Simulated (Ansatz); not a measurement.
# Band gap of LaGaO3 (R-3c) from density functionals to GW

What gap does each level of theory give for LaGaO3 (R-3c), and in what time?

Main program and level: Ansatz 0.2.0; density functionals, hybrids and G0W0, plane waves, PAW.

Report form: the programs' logs are mostly left out.

In doubt: masses and optical values from hybrid runs of this build are listed as unsure (step 8), which bears on the screening that GW takes from such a start.

**1. The starting structure**

It takes space group R-3c (No. 167, trigonal). The conventional cell has a = 5.543 Å, b = 5.543 Å, c = 13.433 Å, α = 90.00°, β = 90.00°, γ = 120.00°. La has 12 O at 2.47 to 3.08 Å nearest. Nearest to Ga lie 6 O at 1.98 Å. O has 2 Ga at 1.98 Å and 4 La at 2.47 to 3.08 Å nearest. Farther neighbours and most contacts between anions are not listed.

The cell and positions come from the Crystallography Open Database and are kept as given unless a step says otherwise. Spin-orbit coupling is left out unless a step names it. The default PAW set here is soft_2. Its files were made with PBE.

**2. LDA on the 6×6×6 mesh**

Levels along a band path and on the mesh show where this functional puts the band edges.

This step: DFT, LDA, plane waves, PAW.

input.yaml reads:

```yaml
crystal:
  lattice:
    - [2.77145, 1.6000974035, 4.4776]
    - [-2.77145, 1.6000974035, 4.4776]
    - [0.0, -3.2001948071, 4.4776]
  atoms:
    - { symbol: La, position: [0.25, 0.25, 0.25] }
    - { symbol: La, position: [0.75, 0.75, 0.75] }
    - { symbol: Ga, position: [0.0, 0.0, 0.0] }
    - { symbol: Ga, position: [0.5, 0.5, 0.5] }
    - { symbol: O, position: [0.8048, 0.6952, 0.25] }
    - { symbol: O, position: [0.25, 0.8048, 0.6952] }
    - { symbol: O, position: [0.6952, 0.25, 0.8048] }
    - { symbol: O, position: [0.1952, 0.3048, 0.75] }
    - { symbol: O, position: [0.75, 0.1952, 0.3048] }
    - { symbol: O, position: [0.3048, 0.75, 0.1952] }
kpoints:
  mp_grid: { grid: [6, 6, 6] }
  band_path:
    path:
      - [[0.0, 0.0, 0.0], [0.5, 0.5, 0.5], [0.74819777, 0.25180223, 0.5]]
      - [[0.5, -0.25180223, 0.25180223], [0.5, 0.0, 0.0], [0.0, 0.0, 0.0], [0.37590111, -0.37590111, 0.0]]
      - [[0.62409889, 0.0, 0.37590111], [0.5, 0.0, 0.5], [0.0, 0.0, 0.0]]
    npoints: 10
hamiltonian:
  xc: lda
scf:
  occupations: { method: fermi_dirac, width: 0.02 }
  n_extra_bands: 7
output:
  eigenvalues: true
  write_density: true
  write_potential: true
  elf: true
  volumetric_format: npy
```

The run is started by

```console
$ ansatz run input.yaml --threads 3 --pin off --max-ram 92160MiB --backend cuda --events-out ev --progress --plain --runs-dir out --devices 1 --max-vram 13GiB
```

Run time: 12 s. Hardware: 1 × NVIDIA H100 80GB HBM3 (shared by 6 runs) with 3 threads of AMD EPYC 7R13 (Zen 3), shared host; peak memory 0.97 GiB.

Numbers from this step:

- filled bands: 42
- gap: 3.499 eV
- valence top at: k = (0.338, -0.338, 0.000)
- conduction bottom at: Γ
- least direct gap: 3.648 eV

Over mesh and path the gap is 3.499 eV, from k = (0.338, -0.338, 0.000) to k = Γ. The least direct gap found is 3.648 eV, at k = Γ.

**3. LDA+SOC on the 6×6×6 mesh**

This run has two-component orbitals with spin-orbit coupling.

This step: DFT, LDA with spin-orbit coupling, plane waves, PAW.

input.yaml, the sections that differ from step 2:

```yaml
kpoints:
  mp_grid: { grid: [6, 6, 6] }
  band_path:
    path:
      - [0.0, 0.0, 0.0]
      - [0.5, 0.5, 0.5]
      - [0.74819777, 0.25180223, 0.5]
      - [0.5, -0.25180223, 0.25180223]
      - [0.5, 0.0, 0.0]
      - [0.37590111, -0.37590111, 0.0]
      - [0.62409889, 0.0, 0.37590111]
      - [0.5, 0.0, 0.5]
      - [0.338310999, -0.338310999, 0.0]
    npoints: 1
scf:
  occupations: { method: fixed }
  n_extra_bands: 14
magnetization:
  noncollinear: true
  spin_orbit: true
output:
  eigenvalues: true
# crystal, hamiltonian: as in step 2
```

The job ended after 14 s (1 × NVIDIA H100 80GB HBM3 (shared by 6 runs) with 3 threads; peak memory 1.1 GiB).

This step gave:

```yaml
gap: 3.499 eV
valence_top_at: k = (0.338, -0.338, 0.000)
conduction_bottom_at: Γ
least_direct_gap: 3.629 eV
```

Over mesh and listed points the gap is 3.499 eV, from k = (0.338, -0.338, 0.000) to k = Γ. The least direct gap found is 3.629 eV, at k = Γ. LDA+SOC against LDA: 3.499 − 3.499 = +0.000 eV, with the same mesh, set of files (read in its fully relativistic form for the spin-orbit run) and cutoff, and both edges at the same k points. The spin-orbit run sees mesh and listed points alone, so its gap is an upper bound: the coupling can move an edge off these points, and the change over the zone, its sign included where it is small, is not known.

**4. r2SCAN on the 6×6×6 mesh**

r2SCAN is a meta-GGA: it depends on the kinetic-energy density as well as on the density and its gradient.

This step: DFT, r2SCAN, plane waves, PAW.

Changes to input.yaml since step 3:

```diff
@@ -31,9 +31,6 @@
 hamiltonian:
-  xc: lda
+  xc: r2scan
 scf:
   occupations: { method: fixed }
-  n_extra_bands: 14
-magnetization:
-  noncollinear: true
-  spin_orbit: true
+  n_extra_bands: 7
 output:
```

Wall time 9.2 s (1 × NVIDIA H100 80GB HBM3 (shared by 6 runs) with 3 threads); peak memory 1.2 GiB; 11 s of CPU time.

This step gave:

| Property | Result |
| --- | --- |
| gap | 4.362 eV |
| valence top at | k = (0.338, -0.338, 0.000) |
| conduction bottom at | Γ |
| least direct gap | 4.508 eV |

Over mesh and listed points the gap is 4.362 eV, from k = (0.338, -0.338, 0.000) to k = Γ. The least direct gap found is 4.508 eV, at k = Γ. r2SCAN against LDA: 4.362 − 3.499 = +0.863 eV. The runs also differ in plane-wave cutoff (420 eV and 500 eV), so how much of this comes from the functional alone is not known.

**5. HSE06 on the 4×4×4 mesh**

HSE06 mixes in a quarter of exact exchange at short range.

This step: DFT, HSE06, plane waves, PAW.

Changes to input.yaml since step 4:

```diff
@@ -17,3 +17,3 @@
 kpoints:
-  mp_grid: { grid: [6, 6, 6] }
+  mp_grid: { grid: [4, 4, 4] }
   band_path:
@@ -31,3 +31,3 @@
 hamiltonian:
-  xc: r2scan
+  xc: hse06
 scf:
@@ -37 +37,5 @@
   eigenvalues: true
+  write_density: true
+  write_potential: true
+  elf: true
+  volumetric_format: npy
```

It took 56 s on 1 × NVIDIA H100 80GB HBM3 (shared by 6 runs) with 3 threads; peak memory 1.5 GiB; 1.8 min of CPU time.

Numbers from this step:

| Property | Result |
| --- | --- |
| gap | 5.384 eV |
| valence top at | k = (0.338, -0.338, 0.000) |
| conduction bottom at | Γ |
| least direct gap | 5.520 eV |
| exact-exchange fraction | 0.25 |

Over mesh and listed points the gap is 5.384 eV, from k = (0.338, -0.338, 0.000) to k = Γ. The least direct gap found is 5.520 eV, at k = Γ. On the 4×4×4 mesh alone the same run gives 5.396 eV, so that mesh misses an edge of HSE06: 5.396 − 5.384 = +0.012 eV. HSE06 against LDA: 5.384 − 3.499 = +1.885 eV. The runs also differ in mesh (6×6×6 and 4×4×4), so how much of this comes from the functional alone is not known.

**6. PBE0 on the 4×4×4 mesh**

PBE0 mixes in a quarter of exact exchange at all distances.

This step: DFT, PBE0, plane waves, PAW.

Changes to input.yaml since step 5:

```diff
@@ -31,3 +31,3 @@
 hamiltonian:
-  xc: hse06
+  xc: pbe0
 scf:
@@ -37,5 +37 @@
   eigenvalues: true
-  write_density: true
-  write_potential: true
-  elf: true
-  volumetric_format: npy
```

It took 49 s on 1 × NVIDIA H100 80GB HBM3 (shared by 6 runs) with 3 threads; peak memory 1.5 GiB; 83 s of CPU time.

Numbers from this step:

```yaml
gap: 6.118 eV
valence_top_at: k = (0.338, -0.338, 0.000)
conduction_bottom_at: Γ
least_direct_gap: 6.253 eV
exact_exchange_fraction: 0.25
```

Over mesh and listed points the gap is 6.118 eV, from k = (0.338, -0.338, 0.000) to k = Γ. The least direct gap found is 6.253 eV, at k = Γ. On the 4×4×4 mesh alone the same run gives 6.132 eV, so that mesh misses an edge of PBE0: 6.132 − 6.118 = +0.014 eV. PBE0 against HSE06: 6.118 − 5.384 = +0.734 eV, with the same mesh, files and cutoff, and both edges at the same k points.

**7. G0W0@LDA, 4×4×4 mesh, 653 empty bands, screening to 180 eV**

G0W0 replaces the xc potential by a self-energy built once from the orbitals of the start. Levels are corrected in the window of bands that the input names, at points of the mesh.

This step: G0W0 on LDA, plane waves, PAW.

Changes to input.yaml since step 6:

```diff
@@ -18,20 +18,11 @@
   mp_grid: { grid: [4, 4, 4] }
-  band_path:
-    path:
-      - [0.0, 0.0, 0.0]
-      - [0.5, 0.5, 0.5]
-      - [0.74819777, 0.25180223, 0.5]
-      - [0.5, -0.25180223, 0.25180223]
-      - [0.5, 0.0, 0.0]
-      - [0.37590111, -0.37590111, 0.0]
-      - [0.62409889, 0.0, 0.37590111]
-      - [0.5, 0.0, 0.5]
-      - [0.338310999, -0.338310999, 0.0]
-    npoints: 1
 hamiltonian:
-  xc: pbe0
+  xc: lda
 scf:
   occupations: { method: fixed }
-  n_extra_bands: 7
-output:
-  eigenvalues: true
+gw:
+  n_empty_bands: 653
+  ecut_chi: 180.0
+  qp_bands: [v3, c3]
+  qp_kpoints: band_edges
+  screening: { model: contour_deformation }
```

The job ended after 92 s (1 × NVIDIA H100 80GB HBM3 (shared by 6 runs) with 3 threads; peak memory 2.4 GiB).

Numbers from this step:

| Item | Value |
| --- | --- |
| bands summed | 695 |
| RPA ε∞ on this mesh (eigenvalues) | 4.889, 5.078, 5.078 |
| plane waves in the screening matrix | 645 |
| G0W0 gap over the corrected points | 5.206 eV |
| k of the valence top | 0, -0.5, -0.5 |
| k of the conduction bottom | 0, 0, 0 |
| starting gap on the mesh | 3.499 eV |
| Z at the valence top | 0.7552 |
| Z at the conduction bottom | 0.8161 |
| least direct G0W0 gap over the corrected points | 5.327 eV |

Over all 13 irreducible mesh points the G0W0 gap is 5.206 eV, from k = (0.000, -0.500, -0.500) to k = Γ. The LDA gap of this run on the mesh is 3.499 eV. The two states that bound the G0W0 gap lie that far apart at the start, so the correction of the gap is 5.206 − 3.499 = +1.707 eV. The program marks 35 of the 78 corrected levels as in doubt (energies apart, Σc rises), neither edge state among them.

**8. G0W0@HSE06, 4×4×4 mesh, 653 empty bands, screening to 180 eV**

This step: G0W0 on HSE06, plane waves, PAW.

Changes to input.yaml since step 7:

```diff
@@ -19,3 +19,3 @@
 hamiltonian:
-  xc: lda
+  xc: hse06
 scf:
```

Run time: 2.5 min. Hardware: 1 × NVIDIA H100 80GB HBM3 (shared by 6 runs) with 3 threads; peak memory 2.7 GiB.

Numbers from this step:

- bands summed: 695
- RPA ε∞ on this mesh (eigenvalues): 3.785, 3.913, 3.913
- plane waves in the screening matrix: 645
- G0W0 gap over the corrected points: 6.083 eV
- k of the valence top: 0, -0.5, -0.5
- k of the conduction bottom: 0, 0, 0
- starting gap on the mesh: 5.396 eV
- Z at the valence top: 0.7921
- Z at the conduction bottom: 0.8466
- least direct G0W0 gap over the corrected points: 6.193 eV

Over all 13 irreducible mesh points the G0W0 gap is 6.083 eV, from k = (0.000, -0.500, -0.500) to k = Γ. The HSE06 gap of this run on the mesh is 5.396 eV. The two states that bound the G0W0 gap lie that far apart at the start, so the correction of the gap is 6.083 − 5.396 = +0.687 eV. G0W0@HSE06 against G0W0@LDA with 695 bands: 6.083 − 5.206 = +0.877 eV, with the same mesh, files and cutoffs, and both edges at the same k points. The program marks 3 of the 78 corrected levels as in doubt (energies apart), neither edge state among them.

**9. G0W0@r2SCAN, 4×4×4 mesh, 653 empty bands, screening to 180 eV**

This step: G0W0 on r2SCAN, plane waves, PAW.

Changes to input.yaml since step 8:

```diff
@@ -19,3 +19,3 @@
 hamiltonian:
-  xc: hse06
+  xc: r2scan
 scf:
```

Wall time 91 s (1 × NVIDIA H100 80GB HBM3 (shared by 6 runs) with 3 threads); peak memory 2.5 GiB; 2.5 min of CPU time.

Numbers from this step:

* bands summed: 695
* RPA ε∞ on this mesh (eigenvalues): 4.253, 4.422, 4.422
* plane waves in the screening matrix: 645
* G0W0 gap over the corrected points: 5.590 eV
* k of the valence top: 0, -0.5, -0.5
* k of the conduction bottom: 0, 0, 0
* starting gap on the mesh: 4.369 eV
* Z at the valence top: 0.7710
* Z at the conduction bottom: 0.8312
* least direct G0W0 gap over the corrected points: 5.705 eV

Over all 13 irreducible mesh points the G0W0 gap is 5.590 eV, from k = (0.000, -0.500, -0.500) to k = Γ. The r2SCAN gap of this run on the mesh is 4.369 eV. The two states that bound the G0W0 gap lie that far apart at the start, so the correction of the gap is 5.590 − 4.369 = +1.221 eV. G0W0@r2SCAN against G0W0@HSE06 with 695 bands: 5.590 − 6.083 = −0.493 eV. The runs also differ in plane-wave cutoff (420 eV and 500 eV), so how much of this comes from the start alone is not known. The program marks 35 of the 78 corrected levels as in doubt (energies apart), neither edge state among them.

**10. All levels together**

Each gap is the least one over the points named; times are wall times on shared hosts, not benchmarks. A G0W0 time includes the run's own self-consistent start. Runs with listed points see these and the mesh alone, so an edge that moves elsewhere is missed. Rows marked * are further runs, not shown as steps, whose inputs differ from the G0W0 step on the same start in the columns given; solver thresholds can differ too.

| level | mesh | files, cutoff | bands summed, screening | points | gap (eV) | valence top | conduction bottom | least direct gap (eV) | time |
| --- | --- | --- | --- | --- | --- | --- | --- | --- | --- |
| LDA | 6×6×6 | soft_2 PAW, 420 eV | - | mesh and path | 3.499 | (0.338, -0.338, 0.000) | Γ | 3.648 | 12 s |
| LDA+SOC | 6×6×6 | soft_2 PAW, 420 eV | - | mesh and listed points | 3.499 | (0.338, -0.338, 0.000) | Γ | 3.629 | 14 s |
| r2SCAN | 6×6×6 | soft_2 PAW, 500 eV | - | mesh and listed points | 4.362 | (0.338, -0.338, 0.000) | Γ | 4.508 | 9.2 s |
| HSE06 | 4×4×4 | soft_2 PAW, 420 eV | - | mesh and listed points | 5.384 | (0.338, -0.338, 0.000) | Γ | 5.520 | 56 s |
| PBE0 | 4×4×4 | soft_2 PAW, 420 eV | - | mesh and listed points | 6.118 | (0.338, -0.338, 0.000) | Γ | 6.253 | 49 s |
| G0W0@LDA* | 4×4×4 | soft_2 PAW, 420 eV | 149, 54 eV | all 13 irreducible mesh points | 5.278 | (0.000, -0.500, -0.500) | Γ | 5.368 | 23 s |
| G0W0@LDA* | 4×4×4 | soft_2 PAW, 420 eV | 345, 108 eV | all 13 irreducible mesh points | 5.189 | (0.000, -0.500, -0.500) | Γ | 5.300 | 40 s |
| G0W0@LDA | 4×4×4 | soft_2 PAW, 420 eV | 695, 180 eV | all 13 irreducible mesh points | 5.206 | (0.000, -0.500, -0.500) | Γ | 5.327 | 92 s |
| G0W0@LDA* | 2×2×2 | soft_2 PAW, 420 eV | 345, 108 eV | all 4 irreducible mesh points | 5.127 | (0.000, -0.500, -0.500) | Γ | 5.246 | 11 s |
| G0W0@HSE06 | 4×4×4 | soft_2 PAW, 420 eV | 695, 180 eV | all 13 irreducible mesh points | 6.083 | (0.000, -0.500, -0.500) | Γ | 6.193 | 2.5 min |
| G0W0@r2SCAN | 4×4×4 | soft_2 PAW, 500 eV | 695, 180 eV | all 13 irreducible mesh points | 5.590 | (0.000, -0.500, -0.500) | Γ | 5.705 | 91 s |

**11. Outcome**

| Property | Result |
| --- | --- |
| LDA, over mesh and path | 3.499 eV |
| LDA+SOC, over mesh and listed points | 3.499 eV |
| r2SCAN, over mesh and listed points | 4.362 eV |
| HSE06, over mesh and listed points | 5.384 eV |
| PBE0, over mesh and listed points | 6.118 eV |
| G0W0@LDA (695 bands, 4×4×4), over all 13 irreducible mesh points | 5.206 eV |
| G0W0@HSE06, over all 13 irreducible mesh points | 6.083 eV |
| G0W0@r2SCAN, over all 13 irreducible mesh points | 5.590 eV |
| known limits | finite bands, screening cutoff and k mesh; no spin-orbit coupling in G0W0; d shells not analysed |

In words: The rows run from 3.499 eV (LDA+SOC) to 6.118 eV (PBE0). They differ in mesh, plane-wave cutoff, bands and screening cutoff of G0W0 and the points over which the gap was sought as well as in level, so only pairs that share these are like for like. LDA+SOC against LDA: 3.499 − 3.499 = +0.000 eV, with the same mesh, set of files (read in its fully relativistic form for the spin-orbit run) and cutoff, and both edges at the same k points. The spin-orbit run sees mesh and listed points alone, so its gap is an upper bound: the coupling can move an edge off these points, and the change over the zone, its sign included where it is small, is not known. PBE0 against HSE06: 6.118 − 5.384 = +0.734 eV, with the same mesh, files and cutoff, and both edges at the same k points. G0W0@HSE06 against G0W0@LDA with 695 bands: 6.083 − 5.206 = +0.877 eV, with the same mesh, files and cutoffs, and both edges at the same k points. G0W0@LDA (695 bands, 4×4×4) moves the gap of its own start on the mesh by 5.206 − 3.499 = +1.707 eV, between the same two levels. Over mesh and path, LDA puts the valence top at k = (0.338, -0.338, 0.000), which is no corrected point. The start's gap on the mesh of the G0W0 run, 3.499 eV, is no wider than the 3.499 eV found there (the runs differ in mesh (6×6×6 and 4×4×4)), so it is not shown that this mesh misses an edge. Levels at other points were not corrected, so a lower G0W0 gap elsewhere in the zone is not ruled out. G0W0@HSE06 moves the gap of its own start on the mesh by 6.083 − 5.396 = +0.687 eV, between the same two levels. Over mesh and listed points, HSE06 puts the valence top at k = (0.338, -0.338, 0.000), where no G0W0 correction was computed. The G0W0 gap over the whole zone is therefore not known from this run; at its settings it can only be equal to or under the 6.083 eV found, and no correction is carried over from another point. For the start itself the gap is 5.384 eV over mesh and listed points and 5.396 eV on the mesh of the G0W0 run. G0W0@r2SCAN moves the gap of its own start on the mesh by 5.590 − 4.369 = +1.221 eV, between the same two levels. Over mesh and listed points, r2SCAN puts the valence top at k = (0.338, -0.338, 0.000), where no G0W0 correction was computed. The G0W0 gap over the whole zone is therefore not known from this run; at its settings it can only be equal to or under the 5.590 eV found, and no correction is carried over from another point. For the start itself the gap is 4.362 eV over mesh and listed points and 4.369 eV on the mesh of the G0W0 run, in runs that differ in mesh (6×6×6 and 4×4×4). What spin-orbit coupling does to the G0W0 levels was not computed, so no sum with the G0W0 gap is formed. For G0W0@LDA: from 149 bands and 54 eV to 695 bands and 180 eV the gap moves by 5.206 − 5.278 = −0.072 eV (rung by rung 5.278, 5.189, 5.206 eV); bands and screening cutoff rise together, so their parts are not told apart. The gap turns back along the series (5.278, 5.189, 5.206 eV), so no line is drawn and the limit is not known. The other G0W0 rows are shown at one basis each (695 bands), so their distance from the limit is not known here. With the 2×2×2 mesh in place of the 4×4×4 mesh and all else as in the G0W0@LDA row with 345 bands, the gap differs by 5.127 − 5.189 = −0.062 eV, and that of the start by 3.475 − 3.499 = −0.024 eV. For G0W0@LDA (695 bands, 4×4×4): the program marks 35 of the 78 corrected levels as in doubt (energies apart, Σc rises), neither edge state among them. For G0W0@HSE06: the program marks 3 of the 78 corrected levels as in doubt (energies apart), neither edge state among them. For G0W0@r2SCAN: the program marks 35 of the 78 corrected levels as in doubt (energies apart), neither edge state among them. The G0W0 runs are scalar-relativistic. One-shot GW is known to converge slowly in bands for compounds with shallow d shells. The cell holds Ga; the filling of the d shell and its place against the gap were not analysed here. The cell holds La; where the f levels lie against the gap was not analysed here. G0W0@LDA runs of this series with other atomic data on the same mesh, not shown as steps, give 5.288 eV (hard PAW, 1020 eV, 1018 bands, screening to 234 eV); where bands and cutoffs differ too, the part of the files is not isolated.

[Paths, hosts, dates, memory and timing lines, banners, echoed tables and standing remarks are left out of the program output.]

[Logs are printed without paths, hosts, clocks, repeated set-up lines and the standing remarks that a program may print on its own settings, such as how far it seeks lower states.]

[Runs of the session that timed out or met a known fault of the program may be left out.]

[Cells called generated may have been cut or substituted from an entry of the Crystallography Open Database or the Materials Project.]

[Hosts, paths, dates, database ids (printed as entryN), source tags and the programs' standing remarks are cut or masked in the printed files.]

[Where an RPA ε∞ is given, it is that of the G0W0 mesh and is not shown converged in it. Names of k-points follow the symmetry that the program found, which can be lower than the space group named. Band edges on a path are those of the sampled points; other points can move an edge, and change direct to indirect where valleys lie close.]

[Hybrid gaps are those of their k-mesh and are not shown converged in it.]
